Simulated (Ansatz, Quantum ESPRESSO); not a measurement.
# In chain with one bond drawn out by 2.0 Å: ballistic transmission, part 2 of 4

Wanted: the transmission near the Fermi level and the conductance of this junction: In chain with one bond drawn out by 2.0 Å.

Quantum ESPRESSO 7.5; plane-wave DFT, LDA, GBRV ultrasoft pseudopotentials; cross-check by Ansatz 0.2.0 with PAW datasets.

So far. Step 2 (Self-consistent run): The run needed 17 iterations to bring the estimated error under 1e-07 Ry; the largest force on any atom, held or free, is 0.40 eV/Å.

### Step 3. Transmission with pwcond.x

Level of this step: transmission by pwcond, lead and junction from one cell; plane-wave DFT, LDA, GBRV ultrasoft pseudopotentials (Quantum ESPRESSO).

prefixt takes both regions from one run: the lead from 0 to bdl, the scattering region from bdl to bds (units of alat). ikind = 1 puts the same lead on both sides. The program's T_tot counts both spins in a run without spin; the tables below give T per spin.

cond.in reads:

```
&inputcond
  outdir = './out'
  prefixt = 'scf'
  tran_file = 'cond.dat'
  bdl = 0.7866666667
  bds = 4.2000000000
  ikind = 1
  ewind = 4.0
  epsproj = 1e-05
  nz1 = 7
  energy0 = 2.0
  denergy = -0.1
/
1
  0.00000000 0.00000000 1.00000000
41
```

Launch:

```sh
OMP_NUM_THREADS=1 mpirun -n 4 pwcond.x -in cond.in > cond.out
```

The program printed:

```text
[banner, memory and clock lines left out]
Program PWCOND v.7.5 starts

          URL

     ./out/scf.save/

     IMPORTANT: XC functional enforced from input :
     Exchange-correlation= PZ
                           (   1   1   0   0   0   0   0)
     Any further DFT definition will be discarded
     Please, verify this is what you really want

     Check: negative core charge=   -0.000001

     negative rho (up, down):  6.167E-03 0.000E+00
     Reading collected, re-writing distributed wavefunctions

===== INPUT FILE containing all the regions =====

     GEOMETRY:

     lattice parameter (alat)  =      14.1729  a.u.
     the volume                =   11957.2052 (a.u.)^3
     the cross section         =     200.8724 (a.u.)^2
     l of the unit cell        =       4.2000 (alat)
     number of atoms/cell      =           10
     number of atomic types    =            1

     crystal axes: (cart. coord. in units of alat)
               a(1) = (  1.0000  0.0000  0.0000 )
               a(2) = (  0.0000  1.0000  0.0000 )
               a(3) = (  0.0000  0.0000  4.2000 )

   Cartesian axes

     site n.     atom                  positions (alat units)
          1        In     tau(  1)=(  0.5000  0.5000  4.2000  )
          2        In     tau(  2)=(  0.5000  0.5000  0.3933  )
          3        In     tau(  3)=(  0.5000  0.5000  0.7867  )
          4        In     tau(  4)=(  0.5000  0.5000  1.1800  )
          5        In     tau(  5)=(  0.5000  0.5000  1.5733  )
          6        In     tau(  6)=(  0.5000  0.5000  2.2333  )
          7        In     tau(  7)=(  0.5000  0.5000  2.6267  )
          8        In     tau(  8)=(  0.5000  0.5000  3.0200  )
          9        In     tau(  9)=(  0.5000  0.5000  3.4133  )
         10        In     tau( 10)=(  0.5000  0.5000  3.8067  )

     nr1s                      =           54
     nr2s                      =           54
     nr3s                      =          225
     nr1sx                     =           54
     nr2sx                     =           54
     nr3sx                     =          225
     nr1                       =           60
     nr2                       =           60
     nr3                       =          250
     nr1x                      =           60
     nr2x                      =           60
     nr3x                      =          250

 _______________________________
  Radii of nonlocal spheres:

     type       ibeta     ang. mom.          radius (alat units)
       In         1         0                    0.1706
       In         2         0                    0.1706
       In         3         1                    0.1706
       In         4         1                    0.1706
       In         5         2                    0.1706
       In         6         2                    0.1706
----- General information -----

--- T calc. with identical leads (ikind=1) ---

     nrx                       =           54
     nry                       =           54
     nz1                       =            7

     energy0               =         2.0E+00
     denergy               =        -1.0E-01
     nenergy               =         41
     ecut2d                =         3.4E+01
     ewind                 =         4.0E+00
     epsproj               =         1.0E-05

     number of k_|| points=    1
                       cryst. coord.
        k(    1) = (   0.0000000   0.0000000), wk =   1.0000000
----- Information about left/right lead -----

     nocros                   =           18
     noins                    =           18
     norb                     =           54
     norbf                    =          162
     nrz                      =           42

      iorb      type   ibeta   ang. mom.   m       position (alat)
        1        1       1        0        1   taunew(   1)=(  0.5000  0.5000  0.0000)
        2        1       2        0        1   taunew(   2)=(  0.5000  0.5000  0.0000)
        3        1       3        1        1   taunew(   3)=(  0.5000  0.5000  0.0000)
        4        1       3        1        2   taunew(   4)=(  0.5000  0.5000  0.0000)
        5        1       3        1        3   taunew(   5)=(  0.5000  0.5000  0.0000)
        6        1       4        1        1   taunew(   6)=(  0.5000  0.5000  0.0000)
        7        1       4        1        2   taunew(   7)=(  0.5000  0.5000  0.0000)
        8        1       4        1        3   taunew(   8)=(  0.5000  0.5000  0.0000)
        9        1       5        2        1   taunew(   9)=(  0.5000  0.5000  0.0000)
       10        1       5        2        2   taunew(  10)=(  0.5000  0.5000  0.0000)
       11        1       5        2        3   taunew(  11)=(  0.5000  0.5000  0.0000)
       12        1       5        2        4   taunew(  12)=(  0.5000  0.5000  0.0000)
       13        1       5        2        5   taunew(  13)=(  0.5000  0.5000  0.0000)
       14        1       6        2        1   taunew(  14)=(  0.5000  0.5000  0.0000)
       15        1       6        2        2   taunew(  15)=(  0.5000  0.5000  0.0000)
       16        1       6        2        3   taunew(  16)=(  0.5000  0.5000  0.0000)
       17        1       6        2        4   taunew(  17)=(  0.5000  0.5000  0.0000)
       18        1       6        2        5   taunew(  18)=(  0.5000  0.5000  0.0000)
       19        1       1        0        1   taunew(  19)=(  0.5000  0.5000  0.3933)
       20        1       2        0        1   taunew(  20)=(  0.5000  0.5000  0.3933)
       21        1       3        1        1   taunew(  21)=(  0.5000  0.5000  0.3933)
       22        1       3        1        2   taunew(  22)=(  0.5000  0.5000  0.3933)
       23        1       3        1        3   taunew(  23)=(  0.5000  0.5000  0.3933)
       24        1       4        1        1   taunew(  24)=(  0.5000  0.5000  0.3933)
       25        1       4        1        2   taunew(  25)=(  0.5000  0.5000  0.3933)
       26        1       4        1        3   taunew(  26)=(  0.5000  0.5000  0.3933)
       27        1       5        2        1   taunew(  27)=(  0.5000  0.5000  0.3933)
       28        1       5        2        2   taunew(  28)=(  0.5000  0.5000  0.3933)
       29        1       5        2        3   taunew(  29)=(  0.5000  0.5000  0.3933)
       30        1       5        2        4   taunew(  30)=(  0.5000  0.5000  0.3933)
       31        1       5        2        5   taunew(  31)=(  0.5000  0.5000  0.3933)
       32        1       6        2        1   taunew(  32)=(  0.5000  0.5000  0.3933)
       33        1       6        2        2   taunew(  33)=(  0.5000  0.5000  0.3933)
       34        1       6        2        3   taunew(  34)=(  0.5000  0.5000  0.3933)
[...]
141        1       6        2        2   taunew( 141)=(  0.5000  0.5000  3.0200)
      142        1       6        2        3   taunew( 142)=(  0.5000  0.5000  3.0200)
      143        1       6        2        4   taunew( 143)=(  0.5000  0.5000  3.0200)
      144        1       6        2        5   taunew( 144)=(  0.5000  0.5000  3.0200)
      145        1       1        0        1   taunew( 145)=(  0.5000  0.5000  3.4133)
      146        1       2        0        1   taunew( 146)=(  0.5000  0.5000  3.4133)
      147        1       3        1        1   taunew( 147)=(  0.5000  0.5000  3.4133)
      148        1       3        1        2   taunew( 148)=(  0.5000  0.5000  3.4133)
      149        1       3        1        3   taunew( 149)=(  0.5000  0.5000  3.4133)
      150        1       4        1        1   taunew( 150)=(  0.5000  0.5000  3.4133)
      151        1       4        1        2   taunew( 151)=(  0.5000  0.5000  3.4133)
      152        1       4        1        3   taunew( 152)=(  0.5000  0.5000  3.4133)
      153        1       5        2        1   taunew( 153)=(  0.5000  0.5000  3.4133)
      154        1       5        2        2   taunew( 154)=(  0.5000  0.5000  3.4133)
      155        1       5        2        3   taunew( 155)=(  0.5000  0.5000  3.4133)
      156        1       5        2        4   taunew( 156)=(  0.5000  0.5000  3.4133)
      157        1       5        2        5   taunew( 157)=(  0.5000  0.5000  3.4133)
      158        1       6        2        1   taunew( 158)=(  0.5000  0.5000  3.4133)
      159        1       6        2        2   taunew( 159)=(  0.5000  0.5000  3.4133)
      160        1       6        2        3   taunew( 160)=(  0.5000  0.5000  3.4133)
      161        1       6        2        4   taunew( 161)=(  0.5000  0.5000  3.4133)
      162        1       6        2        5   taunew( 162)=(  0.5000  0.5000  3.4133)
 ngper, shell number =          545          70
 ngper, n2d =          545         149
---  E-Ef =    2.0000000  k =    0.0000000   0.0000000
---  ie =          1  ik =          1
 Nchannels of the left tip =            3
 Right moving states:
   k1(2pi/a)   k2(2pi/a)   E-Ef (eV)
  -0.3147843   0.0000074   2.0000000
  -0.3147843   0.0000074   2.0000000
   0.3176406  -0.0000244   2.0000000
 Left moving states:
   k1(2pi/a)   k2(2pi/a)   E-Ef (eV)
   0.3147843   0.0000074   2.0000000
   0.3147843   0.0000074   2.0000000
  -0.3176406  -0.0000244   2.0000000

 to transmit
 Band j to band i transmissions and reflections:
    j         i     |T_ij|^2    |R_ij|^2

    1 -->     1     0.08285     0.87967
    1 -->     2     0.00000     0.03748
    1 -->     3     0.00000     0.00000
   Total T_j, R_j =    0.08285  0.91715

    2 -->     1     0.00000     0.03748
    2 -->     2     0.08285     0.87967
    2 -->     3     0.00000     0.00000
   Total T_j, R_j =    0.08285  0.91715

    3 -->     1     0.00000     0.00000
    3 -->     2     0.00000     0.00000
    3 -->     3     0.50246     0.49754
   Total T_j, R_j =    0.50246  0.49754

E-Ef(ev), T(x2 spins) =    2.0000000   1.3363182
---  E-Ef =    1.9000000  k =    0.0000000   0.0000000
---  ie =          2  ik =          1
 Nchannels of the left tip =            3
 Right moving states:
   k1(2pi/a)   k2(2pi/a)   E-Ef (eV)
   0.3098026  -0.0000247   1.9000000
  -0.3328346   0.0000073   1.9000000
  -0.3328346   0.0000073   1.9000000
 Left moving states:
   k1(2pi/a)   k2(2pi/a)   E-Ef (eV)
  -0.3098026  -0.0000247   1.9000000
   0.3328346   0.0000073   1.9000000
   0.3328346   0.0000073   1.9000000

 to transmit
 Band j to band i transmissions and reflections:
    j         i     |T_ij|^2    |R_ij|^2

    1 -->     1     0.47332     0.52668
    1 -->     2     0.00000     0.00000
    1 -->     3     0.00000     0.00000
   Total T_j, R_j =    0.47332  0.52668

    2 -->     1     0.00000     0.00000
    2 -->     2     0.08333     0.86863
    2 -->     3     0.00000     0.04804
   Total T_j, R_j =    0.08333  0.91667

    3 -->     1     0.00000     0.00000
    3 -->     2     0.00000     0.04804
    3 -->     3     0.08333     0.86863
   Total T_j, R_j =    0.08333  0.91667

E-Ef(ev), T(x2 spins) =    1.9000000   1.2799610
---  E-Ef =    1.8000000  k =    0.0000000   0.0000000
---  ie =          3  ik =          1
 Nchannels of the left tip =            3
 Right moving states:
   k1(2pi/a)   k2(2pi/a)   E-Ef (eV)
   0.3019229  -0.0000249   1.8000000
  -0.3511072   0.0000072   1.8000000
  -0.3511072   0.0000072   1.8000000
 Left moving states:
   k1(2pi/a)   k2(2pi/a)   E-Ef (eV)
  -0.3019229  -0.0000249   1.8000000
   0.3511072   0.0000072   1.8000000
   0.3511072   0.0000072   1.8000000

 to transmit
 Band j to band i transmissions and reflections:
    j         i     |T_ij|^2    |R_ij|^2

    1 -->     1     0.44915     0.55085
    1 -->     2     0.00000     0.00000
    1 -->     3     0.00000     0.00000
   Total T_j, R_j =    0.44915  0.55085

    2 -->     1     0.00000     0.00000
    2 -->     2     0.08315     0.85506
    2 -->     3     0.00000     0.06180
   Total T_j, R_j =    0.08315  0.91685

    3 -->     1     0.00000     0.00000
    3 -->     2     0.00000     0.06180
    3 -->     3     0.08315     0.85506
   Total T_j, R_j =    0.08315  0.91685

E-Ef(ev), T(x2 spins) =    1.8000000   1.2308742
[... further energies and points left out ...]
---  E-Ef =   -1.8000000  k =    0.0000000   0.0000000
---  ie =         39  ik =          1
 Nchannels of the left tip =            0
 Right moving states:
   k1(2pi/a)   k2(2pi/a)   E-Ef (eV)
 Left moving states:
   k1(2pi/a)   k2(2pi/a)   E-Ef (eV)

 to transmit
          E-Ef(ev), T =   -1.8000000   0.0000000
---  E-Ef =   -1.9000000  k =    0.0000000   0.0000000
---  ie =         40  ik =          1
 Nchannels of the left tip =            0
 Right moving states:
   k1(2pi/a)   k2(2pi/a)   E-Ef (eV)
 Left moving states:
   k1(2pi/a)   k2(2pi/a)   E-Ef (eV)

 to transmit
          E-Ef(ev), T =   -1.9000000   0.0000000
---  E-Ef =   -2.0000000  k =    0.0000000   0.0000000
---  ie =         41  ik =          1
 Nchannels of the left tip =            0
 Right moving states:
   k1(2pi/a)   k2(2pi/a)   E-Ef (eV)
 Left moving states:
   k1(2pi/a)   k2(2pi/a)   E-Ef (eV)

 to transmit
          E-Ef(ev), T =   -2.0000000   0.0000000
   T_tot     2.00000      0.13363E+01
   T_tot     1.90000      0.12800E+01
   T_tot     1.80000      0.12309E+01
   T_tot     1.70000      0.11869E+01
   T_tot     1.60000      0.11465E+01
   T_tot     1.50000      0.11077E+01
   T_tot     1.40000      0.10674E+01
   T_tot     1.30000      0.10226E+01
   T_tot     1.20000      0.97044E+00
   T_tot     1.10000      0.89328E+00
   T_tot     1.00000      0.92366E+00
   T_tot     0.90000      0.86348E+00
   T_tot     0.80000      0.82922E+00
   T_tot     0.70000      0.80635E+00
   T_tot     0.60000      0.79031E+00
   T_tot     0.50000      0.77576E+00
   T_tot     0.40000      0.75993E+00
   T_tot     0.30000      0.74994E+00
   T_tot     0.20000      0.76792E+00
   T_tot     0.10000      0.86723E+00
   T_tot    -0.00000      0.10100E+01
   T_tot    -0.10000      0.74543E+00
   T_tot    -0.20000      0.48111E+00
   T_tot    -0.30000      0.45961E+00
   T_tot    -0.40000      0.43716E+00
   T_tot    -0.50000      0.41429E+00
   T_tot    -0.60000      0.39148E+00
   T_tot    -0.70000      0.36903E+00
   T_tot    -0.80000      0.34683E+00
   T_tot    -0.90000      0.32373E+00
   T_tot    -1.00000      0.29586E+00
   T_tot    -1.10000      0.24972E+00
   T_tot    -1.20000      0.11848E+00
   T_tot    -1.30000      0.00000E+00
   T_tot    -1.40000      0.00000E+00
   T_tot    -1.50000      0.00000E+00
   T_tot    -1.60000      0.00000E+00
   T_tot    -1.70000      0.00000E+00
   T_tot    -1.80000      0.00000E+00
   T_tot    -1.90000      0.00000E+00
   T_tot    -2.00000      0.00000E+00

Note: The following floating-point exceptions are signalling: IEEE_UNDERFLOW_FLAG
Note: The following floating-point exceptions are signalling: IEEE_UNDERFLOW_FLAG
Note: The following floating-point exceptions are signalling: IEEE_UNDERFLOW_FLAG
Note: The following floating-point exceptions are signalling: IEEE_UNDERFLOW_FLAG
```

It took 2.6 min on 4 MPI ranks of Arm Neoverse V2, shared host; peak memory 0.43 GiB.

Numbers from this step:

| Item | Value |
| --- | --- |
| lead channels at the Fermi level, one spin | 3 |
| transmission at the Fermi level, one spin | 0.5050 |
| conductance | 0.5050 G₀ |

Per spin. The open channels by energy, zero at the Fermi level:

| energy (eV) | open channels |
| --- | --- |
| -2.00 | 0 |
| -1.80 | 0 |
| -1.60 | 0 |
| -1.40 | 0 |
| -1.20 | 1 |
| -1.00 | 1 |
| -0.90 | 1 |
| -0.70 | 1 |
| -0.50 | 1 |
| -0.30 | 1 |
| -0.10 | 3 |
| 0.00 | 3 |
| 0.10 | 3 |
| 0.30 | 3 |
| 0.50 | 3 |
| 0.70 | 3 |
| 0.90 | 3 |
| 1.00 | 3 |
| 1.20 | 3 |
| 1.40 | 3 |
| 1.60 | 3 |
| 1.80 | 3 |
| 2.00 | 3 |

Per spin. The transmission by energy, zero at the Fermi level:

| energy (eV) | transmission |
| --- | --- |
| -2.00 | 0 |
| -1.80 | 0 |
| -1.60 | 0 |
| -1.40 | 0 |
| -1.20 | 0.0592 |
| -1.00 | 0.148 |
| -0.90 | 0.162 |
| -0.70 | 0.185 |
| -0.50 | 0.207 |
| -0.30 | 0.230 |
| -0.10 | 0.373 |
| 0.00 | 0.505 |
| 0.10 | 0.434 |
| 0.30 | 0.375 |
| 0.50 | 0.388 |
| 0.70 | 0.403 |
| 0.90 | 0.432 |
| 1.00 | 0.462 |
| 1.20 | 0.485 |
| 1.40 | 0.534 |
| 1.60 | 0.573 |
| 1.80 | 0.615 |
| 2.00 | 0.668 |

The program's own clock; routines nest. Time by routine:

| routine | wall time (s) | calls |
| --- | --- | --- |
| PWCOND | 155.8 | 1 |
| scatter_forw | 126.6 | 82 |
| compbs | 17.12 | 41 |
| compbs_2 | 14.09 | 41 |
| local | 9.08 | 1 |
| init | 0.74 | 1 |
| poten | 0.08 | 1 |

At no point does T exceed the number of channels.

(Continued in part 3 of 4.)

[Logs are printed without paths, hosts, clocks, repeated set-up lines and the standing remarks that a program may print on its own settings, such as how far it seeks lower states.]

[Hosts, paths, dates, database ids (printed as entryN), source tags and the programs' standing remarks are cut or masked in the printed files.]

[Maps of the electrostatic potential energy from Ansatz leave out the sawtooth potential of an applied field or a dipole correction, so their vacuum need not be flat; planar profiles and work functions include it.]
